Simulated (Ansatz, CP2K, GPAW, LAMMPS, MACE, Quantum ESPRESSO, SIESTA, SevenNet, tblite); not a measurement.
## Amorphous 43Bi2O3-57BaO (mol %) (99 atoms) in CP2K

Wanted: CP2K inputs and outputs for amorphous 43Bi2O3-57BaO (mol %) (99 atoms), checked against a plane-wave reference.

Method: the method is named at each step, in CP2K 2026.2.

### 1. The starting structure

The cell holds 99 atoms: 26 Bi, 17 Ba and 56 O. Its edges and angles: a = 11.487 Å, b = 11.487 Å, c = 11.487 Å, α = 90.0°, β = 90.0°, γ = 90.0°. 99 atoms (26 Gd, 17 Ba, 56 O) placed at random at 8.51 g/cm³, melted at 5000 K for 10 ps at fixed volume with the Morse and Coulomb pair potential with partial charges (Pedone, Malavasi, Menziani, Cormack and Segre, J. Phys. Chem. B 110, 11780 (2006)). Quenched from 5000 K to 300 K at 50 K/ps and fixed volume, held 5 ps, then minimised at fixed cell. Then Gd was replaced by Bi and the cell scaled by 1.02 (the potential has no terms for the new elements, so the cell is a start for a DFT relaxation).

The yardstick, on the same geometry:

| Quantity | Value |
| --- | --- |
| method | Kohn-Sham DFT, PBE, PAW, plane waves (Ansatz 0.2.0); cutoff 420 eV, Γ point, fermi-dirac smearing of 0.05 eV; PAW set soft_2 |
| r.m.s. force component | 0.6986 eV/Å |
| longest force | 2.338 eV/Å |
| pressure | 21.02 GPa |
| gap (highest filled to lowest empty level) | 1.234 eV |
| SCF cycles | 8 |
| time | 17 s on 8 threads of Arm Neoverse V2, shared host |
| CPU time | 1.9 min |

### 2. PBE, DZVP-UZH, 600/50 Ry, diagonalisation

Method: Kohn-Sham DFT, PBE, GTH-PBE pseudopotentials, Gaussian and plane waves, DZVP-MOLOPT (UZH set), diagonalisation.

input.inp reads:

```
&GLOBAL
  PROJECT cell
  RUN_TYPE ENERGY_FORCE
  PRINT_LEVEL LOW
&END GLOBAL
&FORCE_EVAL
  METHOD QS
  STRESS_TENSOR ANALYTICAL
  &DFT
    BASIS_SET_FILE_NAME BASIS_MOLOPT_UZH
    POTENTIAL_FILE_NAME POTENTIAL_UZH
    &MGRID
      CUTOFF 600
      REL_CUTOFF 50
      NGRIDS 5
    &END MGRID
    &QS
      EPS_DEFAULT 1.0E-12
    &END QS
    &SCF
      SCF_GUESS ATOMIC
      EPS_SCF 1.0E-06
      MAX_SCF 200
      ADDED_MOS 14
      &DIAGONALIZATION
        ALGORITHM STANDARD
      &END DIAGONALIZATION
      &SMEAR ON
        METHOD FERMI_DIRAC
        ELECTRONIC_TEMPERATURE [K] 580
      &END SMEAR
      &MIXING
        METHOD BROYDEN_MIXING
        ALPHA 0.3
        NBROYDEN 8
      &END MIXING
      &PRINT
        &RESTART OFF
        &END RESTART
      &END PRINT
    &END SCF
    &XC
      &XC_FUNCTIONAL PBE
      &END XC_FUNCTIONAL
    &END XC
    &PRINT
      &MULLIKEN ON
      &END MULLIKEN
      &LOWDIN ON
      &END LOWDIN
      &HIRSHFELD ON
      &END HIRSHFELD
      &MO ON
        EIGENVALUES T
        OCCUPATION_NUMBERS T
        MO_INDEX_RANGE 307 330
        &EACH
          QS_SCF 0
        &END EACH
        ADD_LAST NUMERIC
      &END MO
    &END PRINT
  &END DFT
  &SUBSYS
    &CELL
      A 11.48663 0.00000 0.00000
      B 0.00000 11.48663 0.00000
      C 0.00000 0.00000 11.48663
    &END CELL
    &TOPOLOGY
      COORD_FILE_NAME structure.xyz
      COORD_FILE_FORMAT XYZ
    &END TOPOLOGY
    &KIND Bi
      BASIS_SET DZVP-MOLOPT-PBE-GTH-q5
      POTENTIAL GTH-PBE-q5
    &END KIND
    &KIND Ba
      BASIS_SET DZVP-MOLOPT-PBE-GTH-q10
      POTENTIAL GTH-PBE-q10
    &END KIND
    &KIND O
      BASIS_SET DZVP-MOLOPT-PBE-GTH-q6
      POTENTIAL GTH-PBE-q6
    &END KIND
  &END SUBSYS
  &PRINT
    &FORCES ON
    &END FORCES
    &STRESS_TENSOR ON
    &END STRESS_TENSOR
  &END PRINT
&END FORCE_EVAL
```

structure.xyz reads:

```xyz
99

Bi 0.14025 6.94551 6.14420
Bi 8.95153 6.06161 9.76938
Bi 0.77075 9.99314 4.62142
Bi 5.93020 3.51939 8.79474
Bi 3.68020 3.43129 2.87924
Bi 3.54615 8.49207 6.26240
Bi 2.96458 2.36831 9.91939
Bi 8.32091 3.28472 2.63159
Bi 10.04219 8.54387 8.37835
Bi 5.44960 11.47675 8.27037
Bi 8.58591 11.42690 2.13468
Bi 10.18853 2.53177 11.23243
Bi 11.45837 2.91565 4.78074
Bi 8.65093 0.71596 5.12396
Bi 11.15168 9.16243 0.50093
Bi 8.30449 1.86106 7.97321
Bi 2.90646 0.14140 3.20075
Bi 7.66687 7.98516 0.77317
Bi 7.77025 9.41352 6.27480
Bi 5.97489 2.74186 4.83955
Bi 9.44821 8.57925 4.00022
Bi 4.95866 9.74193 11.44803
Bi 3.28460 4.66989 7.17662
Bi 5.91963 7.63114 8.67424
Bi 5.89884 6.10193 2.82893
Bi 2.86993 1.44490 6.32684
Ba 5.60226 1.31361 0.81325
Ba 7.07450 4.09303 11.47411
Ba 11.25575 0.04962 7.45574
Ba 2.39841 10.11283 8.79853
Ba 5.53621 9.64739 3.76095
Ba 8.48265 10.94641 10.33555
Ba 6.30386 6.07413 5.89046
Ba 1.40160 7.10724 9.60443
Ba 10.38908 6.08435 2.42058
Ba 2.80549 8.15861 2.20635
Ba 0.42615 1.47442 2.05358
Ba 2.10711 5.88081 4.05386
Ba 1.30959 4.61751 0.61408
Ba 1.70186 11.31249 11.33443
Ba 0.02573 3.57223 8.45301
Ba 4.09487 6.21565 10.85624
Ba 8.92385 5.05308 6.56162
O 5.78834 8.66827 6.57690
O 10.38196 11.39393 0.63406
O 7.97884 7.22417 8.01261
O 9.46326 8.86102 1.88840
O 8.24993 1.87910 0.76122
O 3.01604 1.78215 1.51095
O 10.32223 3.62920 1.73046
O 1.26387 0.77845 4.79774
O 9.34506 8.11864 10.60388
O 0.92674 2.30743 10.97134
O 5.46867 7.84043 1.33153
O 4.21778 2.51810 7.79023
O 9.87747 2.27114 6.39334
[... 39 atom lines left out ...]
O 5.84853 3.72615 2.37854
O 1.61514 3.39395 6.30903
O 7.11562 1.38288 3.46816
O 2.34948 4.60671 9.34380
```

The run is started by

```
$ OMP_NUM_THREADS=1 mpirun -np 4 cp2k.psmp -i input.inp > output.txt
```

Numbers of over 12 decimals in the logs are rounded to 6 here.

Output:

```text
CP2K| version string:                                       CP2K version 2026.2
 CP2K| Input file name                                                 input.inp
 GLOBAL| Basis set file name                                    BASIS_MOLOPT_UZH
 GLOBAL| Potential file name                                       POTENTIAL_UZH
 GLOBAL| Run type                                                   ENERGY_FORCE
 GLOBAL| Total number of message passing processes                             4
 GLOBAL| Number of threads for this process                                    1
 TOTAL NUMBERS AND MAXIMUM NUMBERS
  Total number of            - Atomic kinds:                                   3
                             - Atoms:                                         99
                             - Shell sets:                                    99
                             - Shells:                                       512
                             - Primitive Cartesian functions:                512
                             - Cartesian basis functions:                   1403
                             - Spherical basis functions:                   1304
  Maximum angular momentum of- Orbital basis functions:                        2
                             - Local part of the GTH pseudopotential:          2
                             - Non-local part of the GTH pseudopotential:      4
 SCF PARAMETERS         Density guess:                                    ATOMIC
                        max_scf:                                             200
                        eps_scf:                                        1.00E-06
                        added MOs                                        14    0
                        Mixing method:                            BROYDEN_MIXING
                                                charge density mixing in g-space
                        Smear method:                                FERMI_DIRAC
                        Electronic temperature [K]:                        580.0
                        Electronic temperature [a.u.]:                  1.84E-03
                        Accuracy threshold:                             1.00E-10
 Extrapolation method: initial_guess
 Number of electrons:                                                        636
 Number of occupied orbitals:                                                318
 Number of molecular orbitals:                                               332
 Number of orbital functions:                                               1304
 Number of independent orbital functions:                                   1304
 SCF WAVEFUNCTION OPTIMIZATION
  Step     Update method      Time    Convergence         Total energy    Change
     1 NoMix/Diag. 0.30E+00    5.4     1.07812052     -1487.2574984734 -1.49E+03
     2 Broy./Diag. 0.30E+00    7.1     0.54162915     -1381.4438320432  1.06E+02
     3 Broy./Diag. 0.30E+00    7.1     0.18256406     -1475.7065954959 -9.43E+01
     4 Broy./Diag. 0.30E+00    7.1     0.20241979     -1476.3798104852 -6.73E-01
[...]
16 Broy./Diag. 0.30E+00    7.2     0.00000161     -1473.2646327864  1.13E-04
    17 Broy./Diag. 0.30E+00    7.2     0.00000068     -1473.2646104481  2.23E-05
  *** SCF run converged in    17 steps ***
  Electronic density on regular grids:       -636.0000000000        0.0000000000
  Core density on regular grids:              635.9999999991       -0.0000000009
  Total charge density on r-space grids:       -0.0000000009
  Total charge density g-space grids:          -0.0000000009
  Overlap energy of the core charge distribution:               1.60794e-07
  Self energy of the core charge distribution:              -3510.784901
  Core Hamiltonian energy:                                    906.099274
  Hartree energy:                                            1431.917283
  Exchange-correlation energy:                               -300.496265
  Electronic entropic energy:                                  -1.05137e-06
  Fermi energy:                                                 0.338341
  Total energy:                                             -1473.264610
  Total energy (extrapolated to T->0):                      -1473.264610
 MO| EIGENVALUES AND OCCUPATION NUMBERS
 MO|
 MO|  Index      Eigenvalue [a.u.]        Eigenvalue [eV]             Occupation
 MO|    307               0.286364               7.792354               2.000000
 MO|    308               0.289992               7.891092               2.000000
 MO|    309               0.292278               7.953280               2.000000
[...]
MO|    329               0.396367              10.785701               0.000000
 MO|    330               0.398891              10.854378               0.000000
 MO| Sum:                                                             636.000000
 MO| E(Fermi):            0.338341 a.u.          9.206719 eV
 !-----------------------------------------------------------------------------!
                     Mulliken Population Analysis
 #  Atom  Element  Kind  Atomic population                           Net charge
       1     Bi       1          3.478795                              1.521205
       2     Bi       1          3.464670                              1.535330
       3     Bi       1          3.390784                              1.609216
[...]
# Total charge                            636.000000                  0.000000
 !-----------------------------------------------------------------------------!
 !-----------------------------------------------------------------------------!
                           Hirshfeld Charges
  #Atom  Element  Kind  Ref Charge     Population                    Net charge
      1       Bi     1       5.000          4.001                         0.999
      2       Bi     1       5.000          4.033                         0.967
      3       Bi     1       5.000          4.186                         0.814
[...]
98       O      3       6.000          6.172                        -0.172
     99       O      3       6.000          5.889                         0.111
  Total Charge                                                           -0.000
 !-----------------------------------------------------------------------------!
 LOWDIN POPULATION ANALYSIS
 #  Atom  Element  Kind  Atomic population                           Net charge
[...]
98     O        3          6.563177                             -0.563177
      99     O        3          6.726675                             -0.726675
 # Total charge                            636.000000                  0.000000
 ENERGY| Total FORCE_EVAL ( QS ) energy [hartree]          -1473.264614
 FORCES| Atomic forces [hartree/bohr]
 FORCES|   Atom     x               y               z               |f|
 FORCES|      1 -3.51164047E-03  1.59333696E-02  5.60730707E-03   1.72524137E-02
 FORCES|      2  3.38410252E-03 -1.71789475E-02  8.58912041E-03   1.95023428E-02
 FORCES|      3 -1.15211250E-02 -2.93547050E-03 -1.49575730E-04   1.18901506E-02
[...]
FORCES|     98  3.07882424E-03 -1.76627495E-02 -2.73481772E-02   3.27012947E-02
 FORCES|     99 -1.14455065E-02  5.38534643E-03  1.10291137E-02   1.67822205E-02
 FORCES| Sum    -1.89973275E-03  4.09512767E-03 -4.55225603E-03
 FORCES| Total atomic force                                       6.41109118E-03
 STRESS| Analytical stress tensor [bar]
 STRESS|                        x                   y                   z
 STRESS|      x        2.84755923083E+05  -1.91444666181E+03  -1.05635690103E+04
 STRESS|      y       -1.91444666181E+03   2.20480928016E+05   3.64896089580E+03
 STRESS|      z       -1.05635690103E+04   3.64896089580E+03   2.70494060498E+05
 STRESS| 1/3 Trace                                             2.58576970532E+05
```

Run time: 2.5 min. Hardware: 4 MPI ranks of Arm Neoverse V2, shared host; peak memory 8.1 GiB; 9.8 min of CPU time.

Banners, paths, timers and routine set-up lines are dropped from the logs unmarked, and long logs keep their key lines alone; longer cuts are marked.

Compared with the plane-wave run:

* r.m.s. force component: 0.7524 eV/Å
* r.m.s. difference of force components: 97.37 meV/Å
* longest difference of force vectors: 390.9 meV/Å
* force difference over r.m.s. force: 13.94 %
* slope of forces against the reference's: 1.07
* correlation of force components: 0.9937
* gap (highest filled to lowest empty level): 1.155 eV
* gap difference: -0.0787 eV
* pressure: 25.86 GPa
* pressure difference: 4.837 GPa

This run lies far from the reference in forces at the same functional. Basis and potentials both differ; the latter hold 636 valence electrons against the reference's 896.

Length of the force difference by element (eV/Å):

```csv
element,atoms,mean,most
Ba,17,0.19,0.39
Bi,26,0.16,0.35
O,56,0.14,0.32
```

Levels nearest the highest filled one (eV from it): -0.83, -0.73, -0.67, -0.51, -0.45, -0.41, -0.37, -0.32, -0.23, -0.14, -0.07, 0.00, 1.15, 1.40, 1.51, 1.62, 1.73, 1.85, 1.91, 1.96, 1.98, 2.09, 2.16, 2.23.

A closer look about O89, picked at random: 9 atoms, nearest first, numbered in the order of the input, with positions taken from that point.

| atom | x | y | z | distance (Å) | bonds | Mulliken charge (e) | Fx | Fy | Fz (eV/Å) |
| --- | --- | --- | --- | --- | --- | --- | --- | --- | --- |
| O89 | 0.00 | 0.00 | 0.00 | 0.00 | 4 | -1.00 | 1.53 | -0.56 | 0.53 |
| Bi2 | -1.49 | 1.29 | -0.92 | 2.18 | 6 | 1.54 | 0.17 | -0.88 | 0.44 |
| Bi12 | -0.26 | -2.24 | 0.54 | 2.32 | 5 | 1.55 | -0.83 | 0.28 | -0.59 |
| Ba39 | 2.35 | -0.16 | 1.41 | 2.75 | 7 | 1.08 | -0.46 | -0.52 | 0.01 |
| Ba41 | 1.07 | -1.20 | -2.24 | 2.76 | 8 | 1.24 | 0.36 | 0.06 | -0.21 |
| O50 | -0.12 | -1.15 | 2.53 | 2.78 | 5 | -1.05 | 1.81 | 0.90 | 0.26 |
| O93 | -2.25 | -0.73 | -1.63 | 2.87 | 5 | -1.04 | 1.28 | -0.52 | -0.75 |
| O76 | 0.36 | 1.58 | -2.51 | 2.99 | 6 | -1.07 | 0.19 | -1.62 | 0.65 |
| O53 | 1.97 | -2.47 | 0.28 | 3.17 | 6 | -1.06 | -0.32 | 0.32 | 0.27 |

Forces lie 14 % from the reference's, at 5.0 times its CPU time (on 4 against 8 cores).

(Part 1 of 2 ends here.)

[Also dropped from logs without a mark: logging warnings of Python, and SIESTA's first energy breakdown and zero terms.]

[Logs are printed without paths, hosts, clocks, repeated set-up lines and the standing remarks that a program may print on its own settings, such as how far it seeks lower states.]

[Hosts, paths, dates, database ids (printed as entryN), source tags and the programs' standing remarks are cut or masked in the printed files.]
